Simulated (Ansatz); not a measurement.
# Changed inputs in constrained RPA: SrNbO3 (Pm-3m)

Wanted: the sensitivity and cost of U and J for SrNbO3 (Pm-3m).

Program: Ansatz 0.2.0. Level of theory: constrained RPA on LDA, plane waves, PAW. Results are calculated unless marked as measured.

This is a report of a sequence of runs, with most program output left out.

### 1. Set-up

Symmetry: Pm-3m, No. 221, cubic system. Conventional cell: a = 3.997 Å, b = 3.997 Å, c = 3.997 Å, α = 90.00°, β = 90.00°, γ = 90.00°. Nearest to Sr lie 12 O at 2.83 Å. Nearest to Nb lie 6 O at 2.00 Å. Nearest to O lie 2 Nb at 2.00 Å and 4 Sr at 2.83 Å. Farther neighbours and most contacts between anions are not listed.

As a file:

```cif
data_structure
_symmetry_space_group_name_H-M 'Pm-3m'
_symmetry_Int_Tables_number 221
_cell_length_a 3.9970
_cell_length_b 3.9970
_cell_length_c 3.9970
_cell_angle_alpha 90.000
_cell_angle_beta 90.000
_cell_angle_gamma 90.000
_cell_volume 63.86
loop_
_atom_site_label
_atom_site_type_symbol
_atom_site_symmetry_multiplicity
_atom_site_Wyckoff_symbol
_atom_site_fract_x
_atom_site_fract_y
_atom_site_fract_z
_atom_site_occupancy
Sr1 Sr 1 a 0.00000 0.00000 0.00000 1
Nb1 Nb 1 b 0.50000 0.50000 0.50000 1
O1 O 3 c 0.00000 0.50000 0.50000 1
```

 The program's search for lower electronic states was switched off, so nothing shows that the state found is the lowest. The default PAW set here is soft_2. Its files were made with PBE.

### 2. Base: Nb t2g, bands v1 to c2, 6×6×6 mesh, medium accuracy

Constrained RPA screens the interaction with every transition except those inside the target bands, which a later many-body model would treat itself.

File input.yaml:

```yaml
crystal:
  lattice:
    - [0.0, -3.997, 0.0]
    - [0.0, 0.0, 3.997]
    - [-3.997, 0.0, 0.0]
  atoms:
    - { symbol: Sr, position: [0.0, 0.0, 0.0] }
    - { symbol: Nb, position: [0.5, 0.5, 0.5] }
    - { symbol: O, position: [0.5, 0.5, 0.0] }
    - { symbol: O, position: [0.5, 0.0, 0.5] }
    - { symbol: O, position: [0.0, 0.5, 0.5] }
kpoints:
  mp_grid: { grid: [6, 6, 6] }
hamiltonian:
  xc: lda
scf:
  occupations: { method: gaussian, width: 0.08 }
  n_extra_bands: 19
  max_iter: 150
  lower_state_search: "off"
output:
  crpa:
    kmesh: [6, 6, 6]
    target_bands: [v1, c2]
    projections: [{ species: Nb, l: d, shell: 4, orbitals: [dxz, dyz, dxy] }]
  local_orbitals:
    kmesh: [6, 6, 6]
    orbitals: [{ species: Nb, l: d, shell: 4, orbitals: [dxz, dyz, dxy] }]
    window: { bands: [v1, c2] }
    seedname: lo
```

On the command line:

```console
ansatz run input.yaml --threads 8 --pin off --max-ram 18432MiB --backend cpu --events-out ev --progress --plain --runs-dir out
```

Run time: 61 s. Hardware: 8 threads of Arm Neoverse V2, shared host; peak memory 0.81 GiB.

This step gave:

* U: 2.932 eV
* U prime (inter-orbital): 2.394 eV
* J: 0.2711 eV
* bare V: 10.61 eV
* bare J: 0.3750 eV
* stated bound on U: 0.003672 eV
* U over bare V: 0.2765
* electrons in the window: 1.0000
* head of the constrained inverse dielectric matrix: 0.2191
* least eigenvalue of the projection's overlap: 0.4977
* target functions: 3
* bands in the sums: 46
* r.m.s. miss of the model bands: 0.02096 eV
* width of the target bands: 4.113 eV
* weight of the projected orbitals in the window: 0.7077

On the Nb t2g shell, screening brings the on-site interaction from 10.6 eV down to U = 2.93 eV.

### 3. Changed: 4×4×4 mesh

input.yaml, the sections that differ from step 2:

```yaml
output:
  crpa:
    kmesh: [4, 4, 4]
    target_bands: [v1, c2]
    projections: [{ species: Nb, l: d, shell: 4, orbitals: [dxz, dyz, dxy] }]
# crystal, kpoints, hamiltonian, scf: as in step 2
```

Run time: 12 s. Hardware: 8 threads; peak memory 0.61 GiB; 81 s of CPU time.

This step gave:

| Property | Result |
| --- | --- |
| U | 2.947 eV |
| U prime (inter-orbital) | 2.402 eV |
| J | 0.2744 eV |
| bare V | 10.73 eV |
| bare J | 0.3795 eV |
| stated bound on U | 0.003613 eV |
| U over bare V | 0.2745 |
| electrons in the window | 1.0000 |
| head of the constrained inverse dielectric matrix | 0.2132 |
| least eigenvalue of the projection's overlap | 0.4977 |
| target functions | 3 |
| bands in the sums | 46 |
| width of the target bands | 4.113 eV |
| weight of the projected orbitals in the window | 0.7077 |

On the Nb t2g shell, screening brings the on-site interaction from 10.7 eV down to U = 2.95 eV.

### 4. Changed: 8×8×8 mesh

input.yaml, as its differences from that of step 3:

```diff
@@ -22,3 +22,3 @@
   crpa:
-    kmesh: [4, 4, 4]
+    kmesh: [8, 8, 8]
     target_bands: [v1, c2]
```

Wall time 4.2 min (8 threads); peak memory 1.2 GiB; 31 min of CPU time.

This step gave:

```yaml
u: 2.930 eV
u_prime_inter_orbital: 2.394 eV
j: 0.2704 eV
bare_v: 10.57 eV
bare_j: 0.3740 eV
stated_bound_on_u: 0.003657 eV
u_over_bare_v: 0.2771
electrons_in_the_window: 1.0000
head_of_the_constrained_inverse_dielectric_matrix: 0.2204
least_eigenvalue_of_the_projection_s_overlap: 0.4931
target_functions: 3
bands_in_the_sums: 46
width_of_the_target_bands: 4.113 eV
weight_of_the_projected_orbitals_in_the_window: 0.7077
```

On the Nb t2g shell, screening brings the on-site interaction from 10.6 eV down to U = 2.93 eV.

### 5. Changed: sums over states

input.yaml, as its differences from that of step 4:

```diff
@@ -22,4 +22,7 @@
   crpa:
-    kmesh: [8, 8, 8]
+    kmesh: [6, 6, 6]
     target_bands: [v1, c2]
     projections: [{ species: Nb, l: d, shell: 4, orbitals: [dxz, dyz, dxy] }]
+    accuracy: sum_over_states
+    n_empty_bands: 21
+    ecut_chi: 250
```

It took 12 s on 8 threads; peak memory 0.65 GiB.

This variant gives U = 3.11 eV against 2.93 eV. It is a finite sum over empty states with no bound on its error and stays out of the table below.

### 6. Changed: smooth pair densities

input.yaml, as its differences from that of step 5:

```diff
@@ -25,4 +25,2 @@
     projections: [{ species: Nb, l: d, shell: 4, orbitals: [dxz, dyz, dxy] }]
-    accuracy: sum_over_states
-    n_empty_bands: 21
-    ecut_chi: 250
+    pair_densities: pseudo
```

It took 57 s on 8 threads; peak memory 0.74 GiB.

This step gave:

```yaml
u: 2.938 eV
u_prime_inter_orbital: 2.395 eV
j: 0.2739 eV
bare_v: 10.61 eV
bare_j: 0.3750 eV
stated_bound_on_u: 0.002550 eV
u_over_bare_v: 0.2770
electrons_in_the_window: 1.0000
head_of_the_constrained_inverse_dielectric_matrix: 0.2192
least_eigenvalue_of_the_projection_s_overlap: 0.4977
target_functions: 3
bands_in_the_sums: 46
width_of_the_target_bands: 4.113 eV
weight_of_the_projected_orbitals_in_the_window: 0.7077
```

On the Nb t2g shell, screening brings the on-site interaction from 10.6 eV down to U = 2.94 eV.

### 7. Changed: a wide Fermi-Dirac smearing

input.yaml, as its differences from that of step 6:

```diff
@@ -16,3 +16,3 @@
 scf:
-  occupations: { method: gaussian, width: 0.08 }
+  occupations: { method: fermi_dirac, width: 0.5 }
   n_extra_bands: 19
@@ -25,2 +25 @@
     projections: [{ species: Nb, l: d, shell: 4, orbitals: [dxz, dyz, dxy] }]
-    pair_densities: pseudo
```

Wall time 1.3 s (8 threads); peak memory 0.59 GiB.

The self-consistent loop converged; the step after it was not made. The program's words: cRPA refused: cRPA: band c3 at k-index 0 must be full below output.crpa.target_bands = [v1, c2] or empty above, but its occupation deviates by 2.64e-2 of a full band (tolerance 1e-3). Include the band in the window or, for the tail of a fermi_dirac temperature, lower scf.occupations.width or leave the width out

The fault put into this input: a wide Fermi-Dirac smearing.

### 8. Changed: volume +3 %

The cell differs from the one that the last finished run ended in (a 3.997 → 4.037 Å, b 3.997 → 4.037 Å, c 3.997 → 4.037 Å).

input.yaml, as its differences from that of step 7:

```diff
@@ -2,5 +2,5 @@
   lattice:
-    - [0.0, -3.997, 0.0]
-    - [0.0, 0.0, 3.997]
-    - [-3.997, 0.0, 0.0]
+    - [0.0, -4.0365768313, 0.0]
+    - [0.0, 0.0, 4.0365768313]
+    - [-4.0365768313, 0.0, 0.0]
   atoms:
@@ -16,3 +16,3 @@
 scf:
-  occupations: { method: fermi_dirac, width: 0.5 }
+  occupations: { method: gaussian, width: 0.08 }
   n_extra_bands: 19
@@ -25 +25,6 @@
     projections: [{ species: Nb, l: d, shell: 4, orbitals: [dxz, dyz, dxy] }]
+  local_orbitals:
+    kmesh: [6, 6, 6]
+    orbitals: [{ species: Nb, l: d, shell: 4, orbitals: [dxz, dyz, dxy] }]
+    window: { bands: [v1, c2] }
+    seedname: lo
```

Run time: 63 s. Hardware: 8 threads; peak memory 0.83 GiB; 7.6 min of CPU time.

This step gave:

* U: 2.955 eV
* U prime (inter-orbital): 2.406 eV
* J: 0.2752 eV
* bare V: 10.71 eV
* bare J: 0.3807 eV
* stated bound on U: 0.003756 eV
* U over bare V: 0.2758
* electrons in the window: 1.0000
* head of the constrained inverse dielectric matrix: 0.2193
* least eigenvalue of the projection's overlap: 0.5199
* target functions: 3
* bands in the sums: 46
* r.m.s. miss of the model bands: 0.01512 eV
* width of the target bands: 3.917 eV
* weight of the projected orbitals in the window: 0.7159

On the Nb t2g shell, screening brings the on-site interaction from 10.7 eV down to U = 2.95 eV.

### 9. Changed: r2SCAN

This step: constrained RPA on r2SCAN, plane waves, PAW.

input.yaml, the sections that differ from step 8:

```yaml
crystal:
  lattice:
    - [0.0, -3.997, 0.0]
    - [0.0, 0.0, 3.997]
    - [-3.997, 0.0, 0.0]
  atoms:
    - { symbol: Sr, position: [0.0, 0.0, 0.0] }
    - { symbol: Nb, position: [0.5, 0.5, 0.5] }
    - { symbol: O, position: [0.5, 0.5, 0.0] }
    - { symbol: O, position: [0.5, 0.0, 0.5] }
    - { symbol: O, position: [0.0, 0.5, 0.5] }
hamiltonian:
  xc: r2scan
output:
  crpa:
    kmesh: [6, 6, 6]
    target_bands: [v1, c2]
    projections: [{ species: Nb, l: d, shell: 4, orbitals: [dxz, dyz, dxy] }]
# kpoints, scf: as in step 8
```

Wall time 1.7 min (8 threads); peak memory 0.99 GiB; 13 min of CPU time.

Numbers from this step:

```yaml
u: 3.353 eV
u_prime_inter_orbital: 2.766 eV
j: 0.2973 eV
bare_v: 11.12 eV
bare_j: 0.4050 eV
stated_bound_on_u: 0.004677 eV
u_over_bare_v: 0.3015
electrons_in_the_window: 1.000
head_of_the_constrained_inverse_dielectric_matrix: 0.2459
least_eigenvalue_of_the_projection_s_overlap: 0.5197
target_functions: 3
bands_in_the_sums: 46
width_of_the_target_bands: 4.067 eV
weight_of_the_projected_orbitals_in_the_window: 0.7292
```

On the Nb t2g shell, screening brings the on-site interaction from 11.1 eV down to U = 3.35 eV.

### 10. Changed: potentials

This step: constrained RPA on LDA, plane waves, norm-conserving pseudopotentials.

input.yaml, as its differences from that of step 9:

```diff
@@ -14,3 +14,4 @@
 hamiltonian:
-  xc: r2scan
+  xc: lda
+  pseudopotentials: { kind: nc }
 scf:
```

Run time: 4.4 min. Hardware: 8 threads; peak memory 2.1 GiB; 33 min of CPU time.

This step gave:

| Property | Result |
| --- | --- |
| U | 2.946 eV |
| U prime (inter-orbital) | 2.408 eV |
| J | 0.2717 eV |
| bare V | 10.63 eV |
| bare J | 0.3762 eV |
| stated bound on U | 0.004118 eV |
| U over bare V | 0.2772 |
| electrons in the window | 1.0000 |
| head of the constrained inverse dielectric matrix | 0.2201 |
| least eigenvalue of the projection's overlap | 0.5014 |
| target functions | 3 |
| bands in the sums | 46 |
| width of the target bands | 4.113 eV |
| weight of the projected orbitals in the window | 0.7093 |

On the Nb t2g shell, screening brings the on-site interaction from 10.6 eV down to U = 2.95 eV.

### 11. Changed: volume +6 %

This step: constrained RPA on LDA, plane waves, PAW.

The cell differs from the one that the last finished run ended in (a 3.997 → 4.075 Å, b 3.997 → 4.075 Å, c 3.997 → 4.075 Å).

input.yaml, as its differences from that of step 10:

```diff
@@ -2,5 +2,5 @@
   lattice:
-    - [0.0, -3.997, 0.0]
-    - [0.0, 0.0, 3.997]
-    - [-3.997, 0.0, 0.0]
+    - [0.0, -4.0753924512, 0.0]
+    - [0.0, 0.0, 4.0753924512]
+    - [-4.0753924512, 0.0, 0.0]
   atoms:
@@ -15,3 +15,2 @@
   xc: lda
-  pseudopotentials: { kind: nc }
 scf:
@@ -26 +25,6 @@
     projections: [{ species: Nb, l: d, shell: 4, orbitals: [dxz, dyz, dxy] }]
+  local_orbitals:
+    kmesh: [6, 6, 6]
+    orbitals: [{ species: Nb, l: d, shell: 4, orbitals: [dxz, dyz, dxy] }]
+    window: { bands: [v1, c2] }
+    seedname: lo
```

Elapsed: 77 s, on 8 threads; peak memory 0.83 GiB.

This step gave:

| Property | Result |
| --- | --- |
| U | 2.970 eV |
| U prime (inter-orbital) | 2.412 eV |
| J | 0.2788 eV |
| bare V | 10.81 eV |
| bare J | 0.3856 eV |
| stated bound on U | 0.003800 eV |
| U over bare V | 0.2748 |
| electrons in the window | 1.0000 |
| head of the constrained inverse dielectric matrix | 0.2191 |
| least eigenvalue of the projection's overlap | 0.5395 |
| target functions | 3 |
| bands in the sums | 46 |
| r.m.s. miss of the model bands | 0.01125 eV |
| width of the target bands | 3.735 eV |
| weight of the projected orbitals in the window | 0.7226 |

On the Nb t2g shell, screening brings the on-site interaction from 10.8 eV down to U = 2.97 eV.

### 12. Side by side

Times are wall times on 8 threads of Arm Neoverse V2, shared host, good to a factor of about two.

```csv
run,bare V (eV),U (eV),J (eV),bound on U (eV),width (eV),time
target window,10.61,2.932,0.271,0.0037,4.11,61 s
4×4×4 mesh,10.73,2.947,0.274,0.0036,4.11,12 s
8×8×8 mesh,10.57,2.930,0.270,0.0037,4.11,4.2 min
smooth pair densities,10.61,2.938,0.274,0.0025,4.11,57 s
volume +3 %,10.71,2.955,0.275,0.0038,3.92,63 s
r2SCAN,11.12,3.353,0.297,0.0047,4.07,1.7 min
potentials,10.63,2.946,0.272,0.0041,4.11,4.4 min
volume +6 %,10.81,2.970,0.279,0.0038,3.74,77 s
```

### 13. Outcome

```yaml
target_window: U 2.93 eV, J 0.27 eV
4x4x4_mesh: U 2.95 eV, J 0.27 eV
8x8x8_mesh: U 2.93 eV, J 0.27 eV
smooth_pair_densities: U 2.94 eV, J 0.27 eV
volume_plus_3: U 2.95 eV, J 0.28 eV
r2scan: U 3.35 eV, J 0.30 eV
potentials: U 2.95 eV, J 0.27 eV
volume_plus_6: U 2.97 eV, J 0.28 eV
```

What this shows: 4×4×4 mesh moves U by +0.01 eV at 0.20 times the time. 8×8×8 mesh moves U by −0.002 eV (within the solver's bounds, for the mean over orbitals) at 4.1 times the time. Smooth pair densities moves U by +0.01 eV (within the solver's bounds, for the mean over orbitals). Volume +3 % moves U by +0.02 eV. r2SCAN moves U by +0.42 eV. Potentials moves U by +0.01 eV at 4.3 times the time. Volume +6 % moves U by +0.04 eV. The printed bound covers the solver alone, not the mesh. The parent state is non-magnetic and the interaction static (zero frequency); U depends on the window and the orbitals, so it belongs to this model alone.

[Paths, hosts, dates, memory and timing lines, banners, echoed tables and standing remarks are left out of the program output.]

[Logs are printed without paths, hosts, clocks, repeated set-up lines and the standing remarks that a program may print on its own settings, such as how far it seeks lower states.]

[Runs of the session that timed out or met a known fault of the program may be left out.]

[Hosts, paths, dates, database ids (printed as entryN), source tags and the programs' standing remarks are cut or masked in the printed files.]
